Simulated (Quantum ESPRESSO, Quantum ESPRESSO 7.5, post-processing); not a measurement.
# V(110), 5 layers: k-mesh convergence

Which setting serves for V(110), 5 layers? The runs below step through one kind of setting.

Main program and level: Quantum ESPRESSO 7.5; plane-wave DFT, PBE, GBRV ultrasoft pseudopotentials.

Most raw output is cut from this account.

## 1. The structure

The cell holds 5 atoms: 5 V. Cell: a = 2.615 Å, b = 2.615 Å, c = 24.542 Å, α = 90.0°, β = 90.0°, γ = 70.5°. It derives from V. Vacuum lies along c.

This run has no spin polarisation, although V can carry a moment. A spin-polarised state was not tried and may lie lower.

## 2. Self-consistent run: 26×26×1 points

The first run is the reference of the series.

File c0.in:

```
&control
  prefix = 'c0'
  outdir = './out'
  pseudo_dir = './pseudo'
  calculation = 'scf'
  tprnfor = .true.
/
&system
  ibrav = 0
  nat = 5
  ntyp = 1
  ecutwfc = 40
  ecutrho = 200
  occupations = 'smearing'
  smearing = 'mv'
  degauss = 0.02
  assume_isolated = 'esm'
  esm_bc = 'bc1'
/
&electrons
  conv_thr = 1e-07
  mixing_beta = 0.4
  electron_maxstep = 120
  mixing_mode = 'local-TF'
/
ATOMIC_SPECIES
  V   50.9415  v_pbe_v1.4.uspp.F.UPF
CELL_PARAMETERS angstrom
  2.13546247918337 -1.51000000000000 0.00000000000000
  2.13546247918337 1.51000000000000 0.00000000000000
  0.00000000000000 0.00000000000000 24.54184991673349
ATOMIC_POSITIONS crystal
  V   0.000000000000 0.000000000000 -0.174026203113
  V   0.500000000000 0.500000000000 -0.087013101556
  V   0.000000000000 0.000000000000 0.000000000000
  V   0.500000000000 0.500000000000 0.087013101556
  V   0.000000000000 0.000000000000 0.174026203113
K_POINTS automatic
  26 26 1 0 0 0
```

Launch:

```sh
$ OMP_NUM_THREADS=1 mpirun -n 4 pw.x -nk 4 -in c0.in > c0.out
```

Run time: 7 min. Hardware: 4 MPI ranks of Arm Neoverse V2, shared host; peak memory 0.96 GiB; 28 min of CPU time.

Read from the output:

```
free energy                                                    : -9867.1179 eV
Fermi energy                                                   : -4.806 eV
vacuum line at the lower end of the cell, over the Fermi level : 4.805 eV
vacuum line at the upper end of the cell, over the Fermi level : 4.806 eV
```

The potential energy, planar mean oscillates, so the rows of the table below give means over windows of 2.16 Å about each position, cut where the curve ends. Its maxima inside the range that stand out by 2 % of the span (Å: eV): -3.2: -1.00, -1.0: -1.03, 1.0: -1.03, 3.2: -1.00. Its minima: -4.3: -20.8, -2.2: -20.6, 0.0: -20.6, 2.2: -20.6, 4.3: -20.8.

Electrostatic potential energy of an electron; zero at the Fermi level. Table of potential energy, planar mean by z; means over each step:

```
 z (Å)  potential energy, planar mean (eV)
-11.19                                4.81
 -9.03                                4.80
 -6.87                                4.46
 -4.71                               -9.05
 -2.55                               -9.94
 -0.39                               -9.88
  1.77                               -9.93
  3.93                               -10.1
  6.09                                2.88
  8.25                                4.79
 10.41                                4.81
```

The program's own clock; routines nest. Time by routine:

```
     routine  wall time (s)   calls
       PWSCF          418.3       1
   electrons          412.7       1
     c_bands          375.3      33
     cegterg          323.9    1518
       h_psi          171.2   13224
    vloc_psi          112.4   13224
        fftw            110  428754
      calbec          38.03   14926
    sum_band          30.34      33
  add_vuspsi          29.25   13224
       s_psi          28.87   13224
h_psi:calbec          28.59   13224
     cdiaghg          18.53   13178
     mix_rho           4.12      33
```

The vacuum levels are read from the outermost 0.7 Å of the cell on either side.

The run needed 33 iterations to bring the estimated error under 1e-07 Ry; the largest force on any atom, held or free, is 0.59 eV/Å.

Inside the slab this potential holds the local part of the pseudopotentials, which can be repulsive at the nuclei; only its value in the vacuum has a meaning of its own.

## 3. SCF with pw.x: 19×19×1 points

c1.in is the input of step 2 with these lines changed:

```diff
@@ -1,3 +1,3 @@
 &control
-  prefix = 'c0'
+  prefix = 'c1'
   outdir = './out'
@@ -38,2 +38,2 @@
 K_POINTS automatic
-  26 26 1 0 0 0
+  19 19 1 0 0 0
```

Launch:

```sh
$ OMP_NUM_THREADS=1 mpirun -n 4 pw.x -nk 4 -in c1.in > c1.out
```

Wall time 3.6 min (4 MPI ranks); peak memory 0.73 GiB.

Read from the output:

```
free energy                                                    : -9867.1178 eV
vacuum line at the lower end of the cell, over the Fermi level : 4.806 eV
```

The program's own clock; routines nest. Time by routine:

```
     routine  wall time (s)   calls
       PWSCF          213.8       1
   electrons          210.4       1
     c_bands          186.4      31
     cegterg          156.4     775
       h_psi          83.07    6587
    vloc_psi          53.95    6587
        fftw          52.67  210508
      calbec          19.01    7462
    sum_band          17.33      31
  add_vuspsi          14.42    6587
       s_psi          14.26    6587
h_psi:calbec          14.13    6587
     cdiaghg           9.36    6562
     mix_rho           3.78      31
```

Counted from each run's own zero (the Fermi level), the vacuum level differs from the first run's by +0 meV.

## 4. SCF with pw.x: 13×13×1 points

c2.in is the input of step 3 with these lines changed:

```diff
@@ -1,3 +1,3 @@
 &control
-  prefix = 'c1'
+  prefix = 'c2'
   outdir = './out'
@@ -38,2 +38,2 @@
 K_POINTS automatic
-  19 19 1 0 0 0
+  13 13 1 0 0 0
```

Launch:

```sh
$ OMP_NUM_THREADS=1 mpirun -n 4 pw.x -nk 4 -in c2.in > c2.out
```

The job ended after 2.1 min (4 MPI ranks; peak memory 0.59 GiB; 8.2 min of CPU time).

Read from the output:

```
free energy                                                    : -9867.1156 eV
Fermi energy                                                   : -4.804 eV
vacuum line at the lower end of the cell, over the Fermi level : 4.804 eV
vacuum line at the upper end of the cell, over the Fermi level : 4.804 eV
```

The program's own clock; routines nest. Time by routine:

```
     routine  wall time (s)   calls
       PWSCF          123.1       1
   electrons          121.2       1
     c_bands          101.8      37
     cegterg          86.65     481
       h_psi          47.74    3242
    vloc_psi           31.4    3242
        fftw          30.94  119306
    sum_band          11.27      37
      calbec             11    3775
  add_vuspsi           8.12    3242
       s_psi           8.03    3242
h_psi:calbec           7.93    3242
     mix_rho           4.66      37
     cdiaghg           4.34    3229
```

Counted from each run's own zero (the Fermi level), the vacuum level differs from the first run's by -1 meV.

## 5. Self-consistent run: 10×10×1 points

c3.in is the input of step 4 with these lines changed:

```diff
@@ -1,3 +1,3 @@
 &control
-  prefix = 'c2'
+  prefix = 'c3'
   outdir = './out'
@@ -38,2 +38,2 @@
 K_POINTS automatic
-  13 13 1 0 0 0
+  10 10 1 0 0 0
```

Launch:

```sh
$ OMP_NUM_THREADS=1 mpirun -n 4 pw.x -nk 4 -in c3.in > c3.out
```

Run time: 61 s. Hardware: 4 MPI ranks; peak memory 0.53 GiB; 4.1 min of CPU time.

This step gave:

| Quantity | Value |
| --- | --- |
| free energy | -9867.1132 eV |
| Fermi energy | -4.81 eV |
| vacuum line at the lower end of the cell, over the Fermi level | 4.810 eV |
| vacuum line at the upper end of the cell, over the Fermi level | 4.810 eV |

The program's own clock; routines nest. Time by routine:

```
     routine  wall time (s)  calls
       PWSCF          60.35      1
   electrons          58.93      1
     c_bands          49.12     23
     cegterg          41.46    184
       h_psi          21.87   1767
    vloc_psi          14.21   1767
        fftw           13.6  51792
      calbec           4.95   1983
    sum_band           4.83     23
  add_vuspsi            3.8   1767
       s_psi           3.74   1767
h_psi:calbec            3.7   1767
     mix_rho           2.84     23
     cdiaghg           2.47   1759
```

Counted from each run's own zero (the Fermi level), the vacuum level differs from the first run's by +5 meV.

## 6. Ground state: 7×7×1 points

c4.in is the input of step 5 with these lines changed:

```diff
@@ -1,3 +1,3 @@
 &control
-  prefix = 'c3'
+  prefix = 'c4'
   outdir = './out'
@@ -38,2 +38,2 @@
 K_POINTS automatic
-  10 10 1 0 0 0
+  7 7 1 0 0 0
```

Launch:

```sh
$ OMP_NUM_THREADS=1 mpirun -n 4 pw.x -nk 2 -in c4.in > c4.out
```

Elapsed: 43 s, on 4 MPI ranks; peak memory 0.44 GiB.

This step gave:

* free energy: -9867.1163 eV
* Fermi energy: -4.790 eV
* vacuum line at the lower end of the cell, over the Fermi level: 4.790 eV
* vacuum line at the upper end of the cell, over the Fermi level: 4.790 eV

The program's own clock; routines nest. Time by routine:

```
     routine  wall time (s)  calls
       PWSCF          42.55      1
   electrons          41.71      1
     c_bands          33.66     29
     cegterg          30.19    232
       h_psi          15.82   1917
    vloc_psi          10.71   1917
        fftw          10.56  66008
    sum_band           4.09     29
      calbec           3.33   2181
     cdiaghg           2.79   1909
h_psi:calbec           2.53   1917
  add_vuspsi           2.47   1917
       s_psi           2.43   1917
     mix_rho           2.04     29
```

Counted from each run's own zero (the Fermi level), the vacuum level differs from the first run's by -16 meV.

## 7. SCF with pw.x: 5×5×1 points

c5.in is the input of step 6 with these lines changed:

```diff
@@ -1,3 +1,3 @@
 &control
-  prefix = 'c4'
+  prefix = 'c5'
   outdir = './out'
@@ -38,2 +38,2 @@
 K_POINTS automatic
-  7 7 1 0 0 0
+  5 5 1 0 0 0
```

Launch:

```sh
$ OMP_NUM_THREADS=1 mpirun -n 4 pw.x -nk 2 -in c5.in > c5.out
```

The job ended after 28 s (4 MPI ranks; peak memory 0.29 GiB; 1.9 min of CPU time).

Read from the output:

- free energy: -9867.1165 eV
- Fermi energy: -4.837 eV
- vacuum line at the lower end of the cell, over the Fermi level: 4.836 eV
- vacuum line at the upper end of the cell, over the Fermi level: 4.837 eV

The program's own clock; routines nest. Time by routine:

```
     routine  wall time (s)  calls
       PWSCF          27.58      1
   electrons          26.93      1
     c_bands          20.34     28
     cegterg          19.23    140
       h_psi             10   1243
    vloc_psi           6.87   1243
        fftw           6.79  41466
    sum_band           2.92     28
      calbec           2.05   1403
     cdiaghg            1.9   1238
     mix_rho           1.79     28
h_psi:calbec           1.56   1243
  add_vuspsi           1.51   1243
       s_psi           1.48   1243
```

Counted from each run's own zero (the Fermi level), the vacuum level differs from the first run's by +31 meV.

## 8. The series side by side

All levels:

```
         level  vacuum level over the Fermi level (eV)  its change from the first (meV)  energy from the first (meV an atom)  SCF iterations  wall time (s)  peak memory (GiB)  CPU time (s)
26×26×1 points                                   4.806                                0                                    0              33          418.9               0.96          1675
19×19×1 points                                   4.806                              0.3                              0.01804              31          214.4               0.73         856.9
13×13×1 points                                   4.804                             -1.1                               0.4669              37          123.7               0.59         494.2
10×10×1 points                                    4.81                              4.5                               0.9362              23          60.95               0.53         243.3
  7×7×1 points                                    4.79                            -15.8                               0.3334              29          43.16               0.44         172.1
  5×5×1 points                                   4.837                               31                               0.2819              28          28.21               0.29         112.3
```

## 9. Results

* vacuum level over the Fermi level, 26×26×1 points: 4.806 eV
* cheapest step of the main series that, with all steps before it, keeps the vacuum level within 20 meV of the first: 7×7×1 points: -16 meV, 2.9 min of CPU time against 28 min
* setting with the largest shift of the level: 5×5×1 points: +31 meV

In words: The cheapest step of the main series that, with all steps before it, keeps the vacuum level within 20 meV of the first is 7×7×1 points: -16 meV, 2.9 min of CPU time against 28 min. Over the series the energy moves by up to 0.936 meV an atom and the vacuum level by up to 31 meV. The error of the level grows in size as the mesh thins, and changes sign on the way. The times come from a shared host and are rough. Peak memory is sampled during the run and can miss the peak. The geometry is as built, not relaxed.

[Logs are printed without paths, hosts, clocks, repeated set-up lines and the standing remarks that a program may print on its own settings, such as how far it seeks lower states.]

[Hosts, paths, dates, database ids (printed as entryN), source tags and the programs' standing remarks are cut or masked in the printed files.]

[Maps of the electrostatic potential energy from Ansatz leave out the sawtooth potential of an applied field or a dipole correction, so their vacuum need not be flat; planar profiles and work functions include it.]
